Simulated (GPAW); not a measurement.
# Ballistic transport through a Mo chain with two Au atoms in line, cheap and dear

Wanted: the zero-bias transmission of a Mo chain with two Au atoms in line on a ladder of levels, with run times.

Program: GPAW 26.7.0. Level of theory: GPAW LCAO, PAW setups; Landauer transmission from Green's functions with principal layers (ASE), zero bias. Results are calculated unless marked as measured.

## Step 1: Set-up

The cell holds 16 atoms: 14 Mo and 2 Au. Cell: a = 9.000 Å, b = 9.000 Å, c = 36.632 Å, α = 90.0°, β = 90.0°, γ = 90.0°. Regions: left lead, 7 atoms (7 Mo); channel, 2 atoms (2 Au); right lead, 7 atoms (7 Mo). Vacuum lies along a and b. The structure is stacked along c, and the current runs across the ab planes.

## Step 2: Double-zeta polarised basis

Localised orbitals split the wire into layers that couple to their neighbours alone, which is what the Green's function method needs; double zeta with polarisation is the usual level for numbers.

Input file run.py:

```python
import json
import numpy as np
from ase import Atoms
from ase.transport.calculators import TransportCalculator
from gpaw import GPAW, FermiDirac
from gpaw.lcao.tools import get_lcao_hamiltonian
from scipy.linalg import eigh

# The junction with lead layers at both ends, along the third cell vector
device = Atoms(
    ['Mo', 'Mo', 'Mo', 'Mo', 'Mo', 'Mo', 'Mo', 'Au', 'Au', 'Mo', 'Mo', 'Mo', 'Mo', 'Mo', 'Mo', 'Mo'],
    positions=[
        [4.50000, 4.50000, 1.12500],
        [4.50000, 4.50000, 3.37500],
        [4.50000, 4.50000, 5.62500],
        [4.50000, 4.50000, 7.87500],
        [4.50000, 4.50000, 10.12500],
        [4.50000, 4.50000, 12.37500],
        [4.50000, 4.50000, 14.62500],
        [4.50000, 4.50000, 17.01580],
        [4.50000, 4.50000, 19.61580],
        [4.50000, 4.50000, 22.00660],
        [4.50000, 4.50000, 24.25660],
        [4.50000, 4.50000, 26.50660],
        [4.50000, 4.50000, 28.75660],
        [4.50000, 4.50000, 31.00660],
        [4.50000, 4.50000, 33.25660],
        [4.50000, 4.50000, 35.50660]],
    cell=[[9.0, 0.0, 0.0], [0.0, 9.0, 0.0], [0.0, 0.0, 36.6316]],
    pbc=True)

# One principal layer of the lead: the first 5 atoms of the device
lead = Atoms(
    ['Mo', 'Mo', 'Mo', 'Mo', 'Mo'],
    positions=[
        [4.50000, 4.50000, 1.12500],
        [4.50000, 4.50000, 3.37500],
        [4.50000, 4.50000, 5.62500],
        [4.50000, 4.50000, 7.87500],
        [4.50000, 4.50000, 10.12500]],
    cell=[[9.0, 0.0, 0.0], [0.0, 9.0, 0.0], [0.0, 0.0, 11.25]],
    pbc=True)

settings = dict(mode='lcao', basis='dzp', xc='PBE', h=0.2,
                occupations=FermiDirac(0.1), maxiter=250,
                mixer=dict(beta=0.1, nmaxold=8, weight=100.0),
                convergence=dict(density=0.0001))
energies = np.arange(-2, 2 + 1e-9, 0.05)
eta = 0.0001
n1, n2 = 1, 1
# k and -k transmit alike, so half of the mesh across the current serves
mesh = [(i, j) for i in range(n1) for j in range(n2) if (i, j) <= (-i % n1, -j % n2)]
weights = np.array([1 if (i, j) == (-i % n1, -j % n2) else 2 for i, j in mesh]) / (n1 * n2)

# [... helper functions left out ...]
fermi_lead = ground_state(lead, (1, 1, 10), 'lead.txt')
fermi_device = ground_state(device, (1, 1, 2), 'device.txt')
# [... loop over the mesh left out, but for ...]
        # Shift the lead onto the potential of the device's first layer
        shift = ((H[:, 0, 0] - H0[:, 0, 0]) / S0[0, 0]).real.mean()
# [...]
kT = 8.617333e-5 * 77
bias = [0.1, 0.2, 0.5, 1.0, 1.5, 2.0]
# [... integrals and printing left out ...]
```

The run is started by

```
$ OMP_NUM_THREADS=1 OPENBLAS_NUM_THREADS=1 python run.py
```

What it wrote:

```text
basis functions: device 436, principal layer 145
Fermi level: lead -2.7421 eV, device -2.8246 eV; lead shifted by 0.0122 eV
largest coupling past the next layer 2.80e-05 eV, largest misfit of the first layer 0.089 eV
  E-E_F (eV)   T (one spin)  [channel counts left out]
    -2.000    2.0501e-01
    -1.950    3.0810e-01
    -1.900    4.7277e-01
    -1.850    6.7938e-01
    -1.800    8.7993e-01
    -1.750    1.0271e+00
    -1.700    1.1033e+00
    -1.650    1.1183e+00
    -1.600    1.0904e+00
    -1.550    1.0328e+00
    -1.500    9.3451e-01
    -1.450    9.2034e-01
    -1.400    8.7150e-01
    -1.350    8.3711e-01
    -1.300    8.3091e-01
    -1.250    8.5368e-01
[...]
1.650    1.0082e+00
     1.700    1.0110e+00
     1.750    1.0129e+00
     1.800    1.0136e+00
     1.850    1.0123e+00
     1.900    1.0081e+00
     1.950    1.0000e+00
     2.000    9.8998e-01
conductance at 77 K: 0.84336 G0 a cell; thermopower -0.2655 uV/K
current from the zero-bias T(E) at 0.1 V: 6.5346 uA
current from the zero-bias T(E) at 0.2 V: 13.071 uA
current from the zero-bias T(E) at 0.5 V: 32.702 uA
current from the zero-bias T(E) at 1.0 V: 65.537 uA
current from the zero-bias T(E) at 1.5 V: 98.577 uA
current from the zero-bias T(E) at 2.0 V: 132.5 uA
```

Elapsed: 3.2 min, on 1 thread of Arm Neoverse V2, shared host; peak memory 1.5 GiB.

This step gave:

```yaml
conductance: 0.8434 G₀
largest_coupling_past_the_next_principal_layer: 2.80e-5 eV
largest_misfit_of_the_first_principal_layer: 0.08864 eV
shift_that_aligns_the_lead: 0.01224 eV
basis_functions_of_the_junction: 436
basis_functions_of_a_principal_layer: 145
transmission_at_the_fermi_level_one_spin: 0.8433
```

One spin. Table of transmission, zone mean by energy, zero at the Fermi level:

```csv
energy (eV),"transmission, zone mean"
-2.000,0.205
-1.800,0.880
-1.650,1.12
-1.600,1.09
-1.400,0.871
-1.200,0.883
-1.000,0.854
-0.800,0.795
-0.600,0.790
-0.400,0.804
-0.200,0.821
0.000,0.843
0.200,0.868
0.400,0.892
0.600,0.913
0.800,0.931
1.000,0.948
1.200,0.967
1.400,0.987
1.600,1.00
1.800,1.01
2.000,0.990
```

Not self-consistent under bias; the bias window is split evenly. The current through one cell, from the zero-bias transmission by bias:

```csv
bias (V),"current through one cell, from the zero-bias transmission (μA)"
0.100,6.53
0.200,13.1
0.500,32.7
1.000,65.5
1.500,98.6
2.000,133
```

Table of transmission of the three most open eigenchannels by energy, zero at the Fermi level:

```csv
energy (eV),channel 1,channel 2,channel 3
-2.00,0.0700,0.0700,0.0651
-1.85,0.547,0.0661,0.0661
-1.70,0.979,0.0619,0.0619
-1.60,0.973,0.0589,0.0589
-1.45,0.811,0.0545,0.0545
-1.30,0.726,0.0504,0.0504
-1.15,0.792,0.0471,0.0471
-1.05,0.775,0.0455,0.0455
-0.90,0.721,0.0439,0.0439
-0.75,0.696,0.0433,0.0433
-0.60,0.697,0.0434,0.0434
-0.50,0.702,0.0438,0.0438
-0.35,0.714,0.0443,0.0443
-0.20,0.728,0.0443,0.0443
-0.05,0.746,0.0433,0.0433
0.00,0.754,0.0427,0.0427
0.05,0.761,0.0420,0.0420
0.20,0.786,0.0393,0.0393
0.35,0.811,0.0362,0.0362
0.50,0.834,0.0332,0.0332
0.60,0.848,0.0315,0.0315
0.75,0.866,0.0295,0.0295
0.90,0.881,0.0283,0.0283
1.05,0.896,0.0279,0.0279
1.15,0.905,0.0279,0.0279
1.30,0.920,0.0279,0.0279
1.45,0.936,0.0276,0.0276
1.60,0.952,0.0260,0.0260
1.70,0.963,0.0240,0.0240
1.85,0.977,0.0177,0.0177
2.00,0.988,0.00101,0.00101
```

Couplings past the next layer reach 2.8e-5 eV, small enough to drop; the matrix elements of the cell's first layer differ from the bulk lead's by up to 0.089 eV. That layer keeps its own values in the calculation, and only beyond it is the lead taken as perfect. The Fermi levels of lead and junction count from different zeros of potential, one for each periodic cell; with both set to zero, the small remaining shift is what aligns them. Without spin-orbit coupling, which is large for these atoms, channel counts and T are those of the scalar-relativistic bands. By hand: G = 0.8434 × 77.48 μS = 65.3 μS, a resistance of 15.3 kΩ; at 0.1 V a linear junction would pass 6.53 μA, and the integral over the bias window gives 6.53 μA.

## Step 3: Single-zeta polarised basis

The second zeta is dropped, the polarisation orbitals stay.

Changes to run.py since step 2:

```diff
@@ -43,3 +43,3 @@
 
-settings = dict(mode='lcao', basis='dzp', xc='PBE', h=0.2,
+settings = dict(mode='lcao', basis='szp(dzp)', xc='PBE', h=0.2,
                 occupations=FermiDirac(0.1), maxiter=250,
```

What it wrote:

```text
basis functions: device 242, principal layer 80
Fermi level: lead -2.9192 eV, device -2.9925 eV; lead shifted by 0.0073 eV
largest coupling past the next layer 2.79e-05 eV, largest misfit of the first layer 0.098 eV
  E-E_F (eV)   T (one spin)  [channel counts left out]
    -2.000    1.5893e-01
    -1.950    1.8280e-01
    -1.900    2.3984e-01
    -1.850    3.3848e-01
    -1.800    4.7843e-01
    -1.750    6.4492e-01
    -1.700    8.1094e-01
    -1.650    9.4982e-01
    -1.600    1.0462e+00
    -1.550    1.0986e+00
    -1.500    1.1134e+00
    -1.450    1.0989e+00
    -1.400    1.0608e+00
    -1.350    9.9745e-01
    -1.300    9.1929e-01
    -1.250    9.2068e-01
[...]
1.650    9.2081e-01
     1.700    9.2524e-01
     1.750    9.2965e-01
     1.800    9.3406e-01
     1.850    9.3827e-01
     1.900    9.4221e-01
     1.950    9.4570e-01
     2.000    9.4845e-01
conductance at 77 K: 0.79392 G0 a cell; thermopower -0.2342 uV/K
current from the zero-bias T(E) at 0.1 V: 6.1517 uA
current from the zero-bias T(E) at 0.2 V: 12.307 uA
current from the zero-bias T(E) at 0.5 V: 30.804 uA
current from the zero-bias T(E) at 1.0 V: 61.937 uA
current from the zero-bias T(E) at 1.5 V: 93.889 uA
current from the zero-bias T(E) at 2.0 V: 126.99 uA
```

The job ended after 2 min (1 thread; peak memory 1.4 GiB).

Numbers from this step:

| Quantity | Value |
| --- | --- |
| conductance | 0.7939 G₀ |
| largest coupling past the next principal layer | 2.79e-5 eV |
| largest misfit of the first principal layer | 0.09831 eV |
| shift that aligns the lead | 0.007344 eV |
| basis functions of the junction | 242 |
| basis functions of a principal layer | 80 |
| transmission at the Fermi level (one spin) | 0.7939 |

One spin. Transmission, zone mean against energy, zero at the Fermi level:

energy (eV), transmission, zone mean and a bar from the least value:
```
    -2.00       0.16 
    -1.90       0.24 ###
    -1.80       0.48 ##########
    -1.70       0.81 ####################
    -1.55       1.10 ##############################
    -1.50       1.11 ##############################
    -1.45       1.10 ##############################
    -1.35       1.00 ##########################
    -1.25       0.92 ########################
    -1.15       0.89 #######################
    -1.05       0.87 ######################
    -0.90       0.85 ######################
    -0.80       0.83 #####################
    -0.70       0.81 ####################
    -0.60       0.79 ####################
    -0.50       0.78 ####################
    -0.40       0.77 ###################
    -0.25       0.78 ###################
    -0.15       0.78 ####################
    -0.05       0.79 ####################
     0.00       0.79 ####################
     0.05       0.80 ####################
     0.15       0.81 ####################
     0.25       0.82 #####################
     0.40       0.83 #####################
     0.50       0.84 ######################
     0.60       0.85 ######################
     0.70       0.86 ######################
     0.80       0.86 ######################
     0.90       0.87 ######################
     1.05       0.88 #######################
     1.15       0.88 #######################
     1.25       0.89 #######################
     1.35       0.90 #######################
     1.45       0.90 #######################
     1.55       0.91 ########################
     1.70       0.93 ########################
     1.80       0.93 ########################
     1.90       0.94 #########################
     2.00       0.95 #########################
```

Not self-consistent under bias; the bias window is split evenly. The current through one cell, from the zero-bias transmission by bias:

```csv
bias (V),"current through one cell, from the zero-bias transmission (μA)"
0.100,6.15
0.200,12.3
0.500,30.8
1.000,61.9
1.500,93.9
2.000,127
```

Table of transmission of the three most open eigenchannels by energy, zero at the Fermi level:

```csv
energy (eV),channel 1,channel 2,channel 3
-2.000,0.0770,0.0770,0.00488
-1.800,0.339,0.0699,0.0699
-1.600,0.923,0.0616,0.0616
-1.400,0.954,0.0536,0.0536
-1.200,0.808,0.0474,0.0474
-1.000,0.769,0.0435,0.0435
-0.800,0.736,0.0417,0.0417
-0.600,0.703,0.0413,0.0413
-0.400,0.686,0.0413,0.0413
-0.200,0.691,0.0404,0.0404
0.000,0.713,0.0380,0.0380
0.200,0.742,0.0342,0.0342
0.400,0.771,0.0301,0.0301
0.600,0.795,0.0267,0.0267
0.800,0.813,0.0244,0.0244
1.000,0.827,0.0232,0.0232
1.200,0.840,0.0228,0.0228
1.400,0.854,0.0227,0.0227
1.600,0.871,0.0223,0.0223
1.800,0.891,0.0212,0.0212
2.000,0.912,0.0182,0.0182
```

The conductance, 0.794 G₀, lies 5.9 % below that of the dzp run.

## Step 4: GPAW, sz: basis = "sz(dzp)"

The minimal basis is the cheapest rung: no second zeta and no polarisation.

Changes to run.py since step 3:

```diff
@@ -43,3 +43,3 @@
 
-settings = dict(mode='lcao', basis='szp(dzp)', xc='PBE', h=0.2,
+settings = dict(mode='lcao', basis='sz(dzp)', xc='PBE', h=0.2,
                 occupations=FermiDirac(0.1), maxiter=250,
```

What it wrote:

```text
basis functions: device 194, principal layer 65
Fermi level: lead -2.9953 eV, device -3.0472 eV; lead shifted by 0.0094 eV
largest coupling past the next layer 2.78e-05 eV, largest misfit of the first layer 0.108 eV
  E-E_F (eV)   T (one spin)  [channel counts left out]
    -2.000    1.6302e-01
    -1.950    1.8856e-01
    -1.900    2.5137e-01
[...]
1.950    8.9470e-01
     2.000    8.9850e-01
conductance at 77 K: 0.79488 G0 a cell; thermopower -0.1239 uV/K
current from the zero-bias T(E) at 0.1 V: 6.1591 uA
current from the zero-bias T(E) at 0.2 V: 12.321 uA
current from the zero-bias T(E) at 0.5 V: 30.845 uA
current from the zero-bias T(E) at 1.0 V: 62.025 uA
current from the zero-bias T(E) at 1.5 V: 93.946 uA
current from the zero-bias T(E) at 2.0 V: 126.79 uA
```

Elapsed: 91 s, on 1 thread; peak memory 1.3 GiB.

This step gave:

```
conductance                                    : 0.7949 G₀
largest coupling past the next principal layer : 2.78e-5 eV
largest misfit of the first principal layer    : 0.1082 eV
shift that aligns the lead                     : 0.009441 eV
basis functions of the junction                : 194
basis functions of a principal layer           : 65
transmission at the Fermi level (one spin)     : 0.7949
```

The conductance, 0.795 G₀, lies 5.7 % below that of the dzp run.

## Step 5: RPBE in the dzp basis: xc = "RPBE"

Back in the dzp basis, the functional changes from PBE to RPBE, to set the spread between functionals beside that between bases.

Changes to run.py since step 4:

```diff
@@ -43,3 +43,3 @@
 
-settings = dict(mode='lcao', basis='sz(dzp)', xc='PBE', h=0.2,
+settings = dict(mode='lcao', basis='dzp', xc='RPBE', h=0.2,
                 occupations=FermiDirac(0.1), maxiter=250,
```

What it wrote:

```text
basis functions: device 436, principal layer 145
Fermi level: lead -2.6509 eV, device -2.7295 eV; lead shifted by 0.0108 eV
largest coupling past the next layer 2.83e-05 eV, largest misfit of the first layer 0.089 eV
  E-E_F (eV)   T (one spin)  [channel counts left out]
    -2.000    1.9218e-01
    -1.950    2.7808e-01
    -1.900    4.1805e-01
[...]
1.950    9.9071e-01
     2.000    9.8170e-01
conductance at 77 K: 0.83451 G0 a cell; thermopower -0.221 uV/K
current from the zero-bias T(E) at 0.1 V: 6.4661 uA
current from the zero-bias T(E) at 0.2 V: 12.934 uA
current from the zero-bias T(E) at 0.5 V: 32.362 uA
current from the zero-bias T(E) at 1.0 V: 64.871 uA
current from the zero-bias T(E) at 1.5 V: 97.639 uA
current from the zero-bias T(E) at 2.0 V: 131.49 uA
```

It took 3.4 min on 1 thread; peak memory 1.5 GiB.

This step gave:

```yaml
conductance: 0.8345 G₀
largest_coupling_past_the_next_principal_layer: 2.83e-5 eV
largest_misfit_of_the_first_principal_layer: 0.08927 eV
shift_that_aligns_the_lead: 0.01076 eV
basis_functions_of_the_junction: 436
basis_functions_of_a_principal_layer: 145
transmission_at_the_fermi_level_one_spin: 0.8345
```

The conductance, 0.835 G₀, lies 1.0 % below that of the dzp run.

## Step 6: The ladder

Times are for 1 thread of Arm Neoverse V2, shared host. Results by setting:

```csv
no.,run,conductance (G₀),time,memory (GiB)
1,dzp,0.8434,3.2 min,1.5
2,szp,0.7939,2 min,1.4
3,sz,0.7949,91 s,1.3
4,dzp RPBE,0.8345,3.4 min,1.5
```

## Step 7: Comparison

The curves are compared point by point over the common energies.

This step: comparison of transmission and cost over codes and levels (GPAW 26.7.0).

Ladder, by row:

```csv
step,code,T at the Fermi level (sum over the listed spins),conductance (G0),r.m.s. T(E) from the first,wall time (s),peak memory (GiB),threads
dzp,GPAW,0.8433,0.8434,0,189.8,1.46,1
szp,GPAW,0.7939,0.7939,0.1098,120.8,1.39,1
sz,GPAW,0.7949,0.7949,0.1153,90.66,1.32,1
dzp-RPBE,GPAW,0.8345,0.8345,0.02214,203.2,1.46,1
```

The transmission, zone mean, sum over the listed spins by energy, zero at the Fermi level:

```csv
energy (eV),dzp,szp,sz,dzp-RPBE
-2.00,0.205,0.159,0.163,0.192
-1.85,0.679,0.338,0.360,0.602
-1.70,1.10,0.811,0.851,1.07
-1.65,1.12,0.950,0.981,1.11
-1.50,0.935,1.11,1.11,1.01
-1.35,0.837,0.997,0.990,0.851
-1.20,0.883,0.907,0.891,0.861
-1.05,0.875,0.872,0.873,0.888
-0.90,0.816,0.845,0.858,0.826
-0.70,0.788,0.808,0.826,0.789
-0.55,0.793,0.786,0.804,0.791
-0.40,0.804,0.774,0.791,0.801
-0.25,0.816,0.775,0.787,0.812
-0.10,0.832,0.785,0.790,0.825
0.00,0.843,0.794,0.795,0.834
0.10,0.856,0.805,0.801,0.845
0.25,0.875,0.820,0.810,0.861
0.40,0.892,0.834,0.820,0.879
0.55,0.908,0.847,0.829,0.895
0.70,0.922,0.858,0.837,0.909
0.90,0.939,0.870,0.843,0.927
1.05,0.952,0.878,0.847,0.940
1.20,0.967,0.887,0.851,0.954
1.35,0.982,0.897,0.856,0.969
1.50,0.996,0.908,0.863,0.984
1.70,1.01,0.925,0.875,1.00
1.85,1.01,0.938,0.887,1.00
2.00,0.990,0.948,0.899,0.982
```

## Step 8: A second varied run

A last run, with other settings again.

This step: GPAW LCAO, PAW setups; Landauer transmission from Green's functions with principal layers (ASE), zero bias (GPAW 26.7.0).

Changes to run.py since step 5:

```diff
@@ -43,5 +43,5 @@
 
-settings = dict(mode='lcao', basis='dzp', xc='RPBE', h=0.2,
-                occupations=FermiDirac(0.1), maxiter=250,
-                mixer=dict(beta=0.1, nmaxold=8, weight=100.0),
+settings = dict(mode='lcao', basis='dzp', xc='PBE', h=0.2,
+                occupations=FermiDirac(0.1), maxiter=100,
+                mixer=dict(beta=0.7, nmaxold=1, weight=1.0),
                 convergence=dict(density=0.0001))
```

What it wrote:

```text
gpaw.KohnShamConvergenceError
```

It took 4.6 min on 1 thread; peak memory 0.43 GiB.

No converged result was reached; the numbers in the log don't describe the system.

The fault put into the input: mixing far too strong, under a cap of 100 iterations, which ended the run (beta = 0.7, nmaxold = 1 and weight = 1.0).

## Step 9: Outcome

```yaml
conductance: 0.843 G₀
transmission_at_the_fermi_level_mean_of_the_spins: 0.843
thermopower: about 0 (under 1.5 μV/K)
```

In words: In the dzp basis the junction conducts 0.843 G₀ at 77 K, with T = 0.843 a spin at the Fermi level; the sz basis reaches that conductance within 10 %. At the Fermi level the three most open eigenchannels pass 0.75, 0.043 and 0.043. Measured against the first run (dzp), the nearest curve is that of dzp-RPBE (r.m.s. 0.022) and the farthest that of sz (0.12). Over the compared runs wall time goes from 91 s (sz) to 203 s (dzp-RPBE), on a shared host. The geometry was built from estimated bond lengths and not relaxed, so the numbers describe this model structure. The run had no spin polarisation, so a magnetic state, which chains and small molecules with open shells often have, wasn't tested. Spin-orbit coupling is left out, which matters for the heavy atoms here. An evenly spaced straight chain is an idealisation: free chains tend to dimerise, zigzag or, where a band edge lies near the Fermi level, turn magnetic. The currents use the zero-bias T(E) throughout, which holds only while the bias is small against the distance to the nearest feature. The energy step is wider than the thermal energy, so the conductance and thermopower rest on interpolation of T(E).

[Logs are printed without paths, hosts, clocks, repeated set-up lines and the standing remarks that a program may print on its own settings, such as how far it seeks lower states.]

[Hosts, paths, dates, database ids (printed as entryN), source tags and the programs' standing remarks are cut or masked in the printed files.]
